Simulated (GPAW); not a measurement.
# PtS2: optical spectrum from first principles

Aim: the dielectric function of PtS2, and the optical constants that follow from it.

Main program and level: GPAW 26.7.0; DFT, PBE, plane-wave PAW (GPAW data sets), scalar-relativistic, RPA, optical limit.

**1. Starting point**

The structure is trigonal, space group P-3m1 (No. 164). Conventional cell: a = 3.543 Å, b = 3.543 Å, c = 5.039 Å, α = 90.00°, β = 90.00°, γ = 120.00°. Pt has 6 S at 2.34 Å nearest. S has 3 Pt at 2.34 Å nearest. Farther neighbours and most contacts between anions are not listed.

Structure file:

```
Pt S
1.0
     3.54320    0.00000    0.00000
    -1.77160    3.06850    0.00000
     0.00000    0.00000    5.03880
Pt S
1 2
Direct
  0.00000 0.00000 0.00000
  0.66667 0.33333 0.77300
  0.33333 0.66667 0.22700
```

**2. Ground state**

First the ground state: is it a metal or has it a gap?

This step: DFT, PBE, plane-wave PAW (GPAW data sets), scalar-relativistic, ground state (GPAW 26.7.0).

Input file gs.py:

```python
from ase import Atoms
from ase.dft.bandgap import bandgap
from gpaw import GPAW, PW, FermiDirac

atoms = Atoms(['Pt', 'S', 'S'],
              cell=[[3.543200000000, 0.000000000000, 0.000000000000],
                    [-1.771600000000, 3.068501210700, 0.000000000000],
                    [0.000000000000, 0.000000000000, 5.038800000000]],
              scaled_positions=[[0.000000000000, 0.000000000000, 0.000000000000],
                                [0.666666666700, 0.333333333300, 0.773000000000],
                                [0.333333333300, 0.666666666700, 0.227000000000]],
              pbc=[True, True, True])
atoms.calc = GPAW(mode=PW(500), xc='PBE', kpts={'size': (9, 9, 5), 'gamma': True},
                  occupations=FermiDirac(0.05), maxiter=150, txt='gs.txt')
print('energy (eV)', atoms.get_potential_energy())
print('Fermi level (eV)', atoms.calc.get_fermi_level())
print('valence electrons', atoms.calc.get_number_of_electrons())
print('gap (eV)', bandgap(atoms.calc, output=None)[0])
print('direct gap (eV)', bandgap(atoms.calc, direct=True, output=None)[0])
atoms.calc.write('gs.gpw')
```

Command:

```sh
$ OMP_NUM_THREADS=1 python gs.py
```

Numbers of over 12 decimals in the logs are rounded to 6 here.

The log of the run:

```text
__  _  _
 | _ |_)|_||  |
 |__||  | ||/\| - 26.7.0

Versions:
  Python: 3.12.14
  ASE:    3.29.0
  Numpy:  2.5.5
  Scipy:  1.18.1
  Libxc:  7.0.0

Input parameters:
  mode=PW(ecut=500.0),
  kpts=MonkhorstPack(size=(9, 9, 5), gamma=True),
  maxiter=150,
  occupations=Occupations(name='fermi-dirac', width=0.05, fixmagmom=False),
  xc=XC(name='PBE')

Diagonalizing LCAO Hamiltonian
Converting LCAO to pw mode

            S

         S

       Pt

Atoms  # Å, Bohr magnetons
|   | symbol |         x |        y |        z |    initial magnetic moments |
| 0 |     Pt |  0.000000 | 0.000000 | 0.000000 | ( 0.0000,  0.0000,  0.0000) |
| 1 |      S |  1.771600 | 1.022834 | 3.894992 | ( 0.0000,  0.0000,  0.0000) |
| 2 |      S | -0.000000 | 2.045667 | 1.143808 | ( 0.0000,  0.0000,  0.0000) |

Unit cell  # Å
| periodic |         x |        y |        z |  lengths |     angles |
|      yes |  3.543200 | 0.000000 | 0.000000 | 3.543200 |  90.000000 |
|      yes | -1.771600 | 3.068501 | 0.000000 | 3.543200 |  90.000000 |
|      yes |  0.000000 | 0.000000 | 5.038800 | 5.038800 | 120.000000 |

Number of symmetries: 12
Symmetry operations  # r_c * U_cc + t_c -> r_c
|    | kind |            matrix            |
|  0 |  σ   |  1, 1, 0,  0,-1, 0,  0, 0, 1 |
|  1 |  S6  |  1, 1, 0, -1, 0, 0,  0, 0,-1 |
|  2 |  E   |  1, 0, 0,  0, 1, 0,  0, 0, 1 |
|  3 |  C2  |  1, 0, 0, -1,-1, 0,  0, 0,-1 |
|  4 |  C2  |  0, 1, 0,  1, 0, 0,  0, 0,-1 |
|  5 |  C3  |  0, 1, 0, -1,-1, 0,  0, 0, 1 |
|  6 |  S6  |  0,-1, 0,  1, 1, 0,  0, 0,-1 |
|  7 |  σ   |  0,-1, 0, -1, 0, 0,  0, 0, 1 |
|  8 |  σ   | -1, 0, 0,  1, 1, 0,  0, 0, 1 |
|  9 |  i   | -1, 0, 0,  0,-1, 0,  0, 0,-1 |
| 10 |  C3  | -1,-1, 0,  1, 0, 0,  0, 0, 1 |
| 11 |  C2  | -1,-1, 0,  0, 1, 0,  0, 0,-1 |

BZ-sampling:
  Number of BZ points: 405
  Number of IBZ points: 50

  Monkhorst-Pack size: [9, 9, 5]
  Monkhorst-Pack shift: [0, 0, 0]

K-points  # in reciprocal-cell coordinates
|     |                                coordinates |     weight |
|   0 | (  0.00000000,   0.00000000,   0.00000000) | 0.00246914 |
|   1 | (  0.00000000,   0.00000000,   0.20000000) | 0.00493827 |
|   2 | (  0.00000000,   0.00000000,   0.40000000) | 0.00493827 |
|   3 | (  0.11111111,   0.00000000,  -0.40000000) | 0.01481481 |
|   4 | (  0.11111111,   0.00000000,  -0.20000000) | 0.01481481 |
|   5 | (  0.11111111,   0.00000000,   0.00000000) | 0.01481481 |
|   6 | (  0.11111111,   0.00000000,   0.20000000) | 0.01481481 |
|   7 | (  0.11111111,   0.00000000,   0.40000000) | 0.01481481 |
|   8 | (  0.22222222,  -0.11111111,   0.00000000) | 0.01481481 |
|   9 | (  0.22222222,  -0.11111111,   0.20000000) | 0.02962963 |
| ... |                                            |            |
|  49 | (  0.44444444,   0.44444444,   0.40000000) | 0.02962963 |

Plane wave coefficients: 1411
Cutoff: 500.0 eV

Spin-components: 1 (collinear spins)
Bands:           20
Projectors:      16
Spin-degeneracy: 2
Datatype:        complex128

Parallelization:
  kpt:    1
  domain: 1
  band:   1

Density:
  Valence electrons: 28.0
  Components: 1
  Grid points: [20 20 27]
  Charge: 0.0  # |e|

Potential:
  Grid points: [20 20 27]

species:
  Pt:
    name:    Platinum
    id:
    Z:       78.0
    valence: 16
    core:    62
    charge:  0.0  # [|e|]
    compensation charges:
      type: gauss
      rc: 0.41  # [Å]
      lmax: 2
    cutoffs:
      filter: 2.26  # [Å]
      core: 2.26  # [Å]
    projectors
    | kind |    occ | energy [eV] | rcut [Å] |
    |   6s |  1.000 |      -5.628 |    1.307 |
    |   5p |  6.000 |     -56.051 |    1.371 |
    |   6p |  0.000 |      -0.845 |    1.371 |
    |   5d |  9.000 |      -6.153 |    1.307 |
    |    s |        |      21.583 |    1.307 |
    |    d |        |      21.058 |    1.307 |

    Using partial waves for Pt as LCAO basis

  S:
    name:    Sulfur
    id:
    Z:       16.0
    valence: 6
    core:    10
    charge:  0.0  # [|e|]
    compensation charges:
      type: gauss
      rc: 0.24  # [Å]
      lmax: 2
    cutoffs:
      filter: 1.77  # [Å]
      core: 1.66  # [Å]
    projectors
    | kind |    occ | energy [eV] | rcut [Å] |
    |   3s |  2.000 |     -17.254 |    0.974 |
    |   3p |  4.000 |      -7.008 |    0.979 |
    |    s |        |       9.957 |    0.974 |
    |    p |        |      20.203 |    0.979 |
    |    d |        |       0.000 |    0.900 |

    Using partial waves for S as LCAO basis

Reference energy: -522090.602563  # eV

eigensolver:
  PPCG
  Converge bands: occupied
  niter=2

density mixing:
  MSR1-Mixer
  Pratt-step length: 0.05
  Maximum mixing coefficient: 0.75
  Old densities: 10
  SVD Regularization: 0.005
  Good broyden scale: 1.0
  Trust region scale: 1.0
  Backstep threshold: 4.0
  History deletion threshold: 6.0
  Fourier metric: weight=20.0, sigma=0.015

occupation numbers:
  Fermi-Dirac:
    width: 0.0500  # eV

poisson solver:
  ecut: 4000.0  # eV

xc functional:
  name: PBE with 2 nearest neighbor stencil

convergence criteria:
- Maximum [total energy] change in last 3 cyles: 0.0005 eV / valence electron
- Maximum integral of absolute [dens]ity change: 0.0001 electrons / valence electron
- Maximum integral of absolute [eigenst]ate change: 4e-08 eV^2 / valence electron
maximum number of iterations: 150

SCF iterations
|iter     |      energy | eigst |  dens |
|iter:   1||  -16.983195 | +0.40 |       |
|iter:   2||  -16.487291 | -1.30 | -1.06 |
|iter:   3||  -15.520155 | -1.00 | -1.13 |
|iter:   4||  -15.499765 | -2.47 | -1.67 |
|iter:   5||  -15.487778 | -2.99 | -1.85 |
|iter:   6||  -15.487891c| -4.51 | -2.90 |
|iter:   7||  -15.487968c| -4.96 | -3.25 |
|iter:   8||  -15.487970c| -6.43 | -4.03c|
|iter:   9||  -15.487970c| -7.36 | -4.52c|
|iter:  10||  -15.487970c| -7.46c| -4.96c|

Converged in 10 steps
SCF loop duration: 17.445 s (1.744 s/step)
Energy contributions relative to reference atoms: (reference = -522090.602563)

Energy contributions:
  Kinetic:          12.510514
  Coulomb:         -13.169284
  Zero:             -0.366273
  External:          0.000000
  Xc:              -14.462925
  Entropy:          -0.000005
  Spinorbit:         0.000000
  ----------------------------
  Free energy:     -15.487973
  Extrapolated:    -15.487970

dipole moment: (-6.144361, -10.642345, -17.475845)  # |e|*Ang

Fermi level: 7.868
Eigenvalues  # (at kpt = [0.000, 0.000, 0.000])
| band index |      eig [eV] | occ [0-2] |
|          0 |       -46.520 |     2.000 |
|        ... |               |           |
|          6 |         0.377 |     2.000 |
|          7 |         0.494 |     2.000 |
|          8 |         3.396 |     2.000 |
|          9 |         3.396 |     2.000 |
|         10 |         5.600 |     2.000 |
|         11 |         6.268 |     2.000 |
|         12 |         6.268 |     2.000 |
|         13 |         7.275 |     2.000 |
|         14 |         9.830 |     0.000 |
|         15 |         9.830 |     0.000 |
|         16 |        12.171 |     0.000 |
|         17 |        13.169 |     0.000 |
|         18 |        15.264 |     0.000 |
|         19 |        15.264 |     0.000 |

Gap: 0.991 eV
Transition (v -> c):
  (s=0, k=12, n=13, [0.22, 0.00, -0.20]) -> (s=0, k=22, n=14, [0.33, 0.00, -0.20])
Direct/indirect transitions are different
Direct gap: 1.040 eV
Transition at: (s=0, k=12, n=13, [0.22, 0.00, -0.20])

--- standard output ---
energy (eV) -15.487970
Fermi level (eV) 7.868314
valence electrons 28.0
gap (eV) 0.991027
direct gap (eV) 1.039945
```

The job ended after 19 s (1 thread of Arm Neoverse V2, shared host; peak memory 0.17 GiB).

Numbers from this step:

| Quantity | Value |
| --- | --- |
| energy | -15.49 eV |
| Fermi energy | 7.868 eV |
| gap on the k-mesh | 0.9910 eV |
| direct gap on the mesh | 1.040 eV |
| electrons | 28 |

There is a gap, 0.99 eV on this mesh (points off the mesh can give less), so no carriers' term is needed.

**3. Bands for the response**

At the fixed density, many empty bands are solved on the mesh of the response, since the spectrum sums over them.

This step: DFT, PBE, plane-wave PAW (GPAW data sets), scalar-relativistic, bands at fixed density (GPAW 26.7.0).

Input file nscf.py:

```python
from ase.dft.bandgap import bandgap
from gpaw import GPAW, FermiDirac

calc = GPAW('gs.gpw').fixed_density(kpts={'size': (15, 15, 9), 'gamma': True}, nbands=47, convergence={'bands': 41},
                                    occupations=FermiDirac(0.001), txt='nscf.txt')
print('gap (eV)', bandgap(calc, output=None)[0])
print('direct gap (eV)', bandgap(calc, direct=True, output=None)[0])
print('top band over the Fermi level (eV)', min(calc.get_eigenvalues(kpt=k)[40] for k in range(len(calc.get_ibz_k_points()))) - calc.get_fermi_level())
calc.write('full.gpw', mode='all')
```

Command:

```sh
$ OMP_NUM_THREADS=1 python nscf.py
```

The log of the run:

```text
Diagonalizing LCAO Hamiltonian
Converting LCAO to pw mode
convergence criteria:
- Maximum integral of absolute [eigenst]ate change: 4e-08 eV^2 / valence electron
maximum number of iterations: 150

SCF iterations
|iter     |      energy | eigst |  dens |
|iter:   1||             | +3.42 |       |
|iter:   2||             | +2.05 |       |
|iter:   3||             | +1.06 |       |
|iter:   4||             | -0.00 |       |
|iter:   5||             | -0.95 |       |
|iter:   6||             | -1.86 |       |
|iter:   7||             | -2.70 |       |
|iter:   8||             | -3.59 |       |
|iter:   9||             | -4.46 |       |
|iter:  10||             | -5.36 |       |
|iter:  11||             | -6.23 |       |
|iter:  12||             | -6.98 |       |
|iter:  13||             | -7.57c|       |
SCF steps: 13
  __  _  _
 | _ |_)|_||  |
 |__||  | ||/\| - 26.7.0

Versions:
  Python: 3.12.14
  ASE:    3.29.0
  Numpy:  2.5.5
  Scipy:  1.18.1
  Libxc:  7.0.0

Input parameters:
  mode=PW(ecut=500.0),
  convergence={'bands': 41},
  gpts=array([20, 20, 27]),
  kpts=MonkhorstPack(size=(15, 15, 9), gamma=True),
  maxiter=150,
  nbands=47,
  occupations=Occupations(name='fermi-dirac', width=0.001, fixmagmom=False),
  parallel={},
  xc=XC(name='PBE')

--- standard output ---
gap (eV) 0.780116
direct gap (eV) 0.954696
top band over the Fermi level (eV) 27.282711
```

The job ended after 3.8 min (1 thread; peak memory 0.44 GiB).

Numbers from this step:

* gap on the k-mesh: 0.7801 eV
* direct gap on the mesh: 0.9547 eV

**4. Dielectric function, RPA**

Transitions between filled and empty bands, summed over the zone, give the optical response, so mesh, band count and broadening shape it.

The induced potential is part of this response.

This step: DFT, PBE, plane-wave PAW (GPAW data sets), scalar-relativistic, RPA, optical limit (GPAW 26.7.0).

Input file df.py:

```python
from gpaw.response.df import DielectricFunction

df = DielectricFunction('full.gpw', frequencies={'type': 'nonlinear', 'domega0': 0.03, 'omega2': 8},
                        ecut=50,
                        eta=0.15,
                        nbands=41,
                        txt='df.txt')
for direction in ['x', 'z']:
    df.get_dielectric_function(xc='RPA', direction=direction, filename=f'df_{direction}.csv')
```

Command:

```sh
$ OMP_NUM_THREADS=1 python df.py
```

The log of the run:

```text
Using integrator: PointIntegrator
NonLinearFrequencyDescriptor(from 0.000 to 86.247 eV, 527 points)
Nonperiodic BCs:  [False False False]
Using integrator: PointIntegrator
NonLinearFrequencyDescriptor(from 0.000 to 86.247 eV, 527 points)
Nonperiodic BCs:  [False False False]

Calculating chi0 body with:
    Ground state adapter containing:
    Number of spins: 1
    Number of kpoints: 2025
    Number of irreducible kpoints: 211
    Number of completely occupied states: 14
    Number of partially occupied states: 14

    Linear response parametrization:
    q_c: [0.0, 0.0, 0.0]
    Number of frequency points: 527
    Planewave cutoff: 50.0
    Number of bands: 41
    Number of planewaves: 41
    Broadening (eta): 0.15

Integrating chi0 body.

Symmetries of q_c:
    Direct symmetries (Uq -> q): 12
    Indirect symmetries (TUq -> q): 0
In total 12 allowed symmetries.

211 groups of equivalent kpoints. 89.580247% reduction.

Integral kind: spectral function

Calculating chi0 optical extensions with:
    Ground state adapter containing:
    Number of spins: 1
    Number of kpoints: 2025
    Number of irreducible kpoints: 211
    Number of completely occupied states: 14
    Number of partially occupied states: 14

    Linear response parametrization:
    Number of frequency points: 527
    Planewave cutoff: 50.0
    Number of bands: 41
    Number of planewaves: 41
    Broadening (eta): 0.15
Integrating chi0 head and wings.

Symmetries of q_c:
    Direct symmetries (Uq -> q): 12
    Indirect symmetries (TUq -> q): 0
In total 12 allowed symmetries.

211 groups of equivalent kpoints. 89.580247% reduction.

Integral kind: spectral function wings
```

The job ended after 32 s (1 thread; peak memory 0.29 GiB).

Read-outs, printed or worked out from the files:

* electronic dielectric constant ε∞, mean over x, y and z (by symmetry where fewer were run): 14.19

Some rows of df_x.csv (energy; Re and Im without local fields; Re and Im with them):

```text
0.000000, 18.103738, 0.000000, 16.641058, 0.000000
0.429336, 18.679519, 0.442330, 17.156332, 0.396059
0.878195, 20.980223, 1.582848, 19.212766, 1.428256
1.347938, 25.426254, 6.934124, 23.060664, 6.209368
1.840057, 18.793011, 18.234845, 17.300992, 15.900721
2.356191, 11.213834, 20.361555, 11.096468, 18.187367
2.898142, 3.996402, 17.299687, 4.419729, 15.653167
3.467895, -0.547327, 15.041220, 0.683862, 14.189156
4.067647, -2.438131, 9.532016, -1.867596, 9.537604
4.699832, -1.571582, 5.768656, -1.400172, 5.770400
5.367152, 1.034318, 4.126254, 1.035568, 4.073088
6.072622, 1.772560, 4.533977, 1.611876, 4.478030
6.819608, 2.864296, 6.069994, 2.684963, 5.682874
7.611886, 1.363215, 7.002332, 1.355325, 6.835183
8.453705, -1.448479, 6.226046, -1.654654, 6.025246
9.349861, -1.718225, 3.184585, -1.981443, 2.944429
10.305790, 0.023645, 2.806010, -0.323944, 2.229113
11.327680, 0.205820, 3.221866, 0.099623, 2.524987
12.422601, -0.631378, 3.880555, -0.175532, 3.057755
13.598673, -1.352995, 2.639411, -0.889540, 2.272508
```

(Part 1 of 2 ends here.)

[Machine, clock and banner lines and Python warnings are left out of the logs.]

[Logs are printed without paths, hosts, clocks, repeated set-up lines and the standing remarks that a program may print on its own settings, such as how far it seeks lower states.]

[Hosts, paths, dates, database ids (printed as entryN), source tags and the programs' standing remarks are cut or masked in the printed files.]
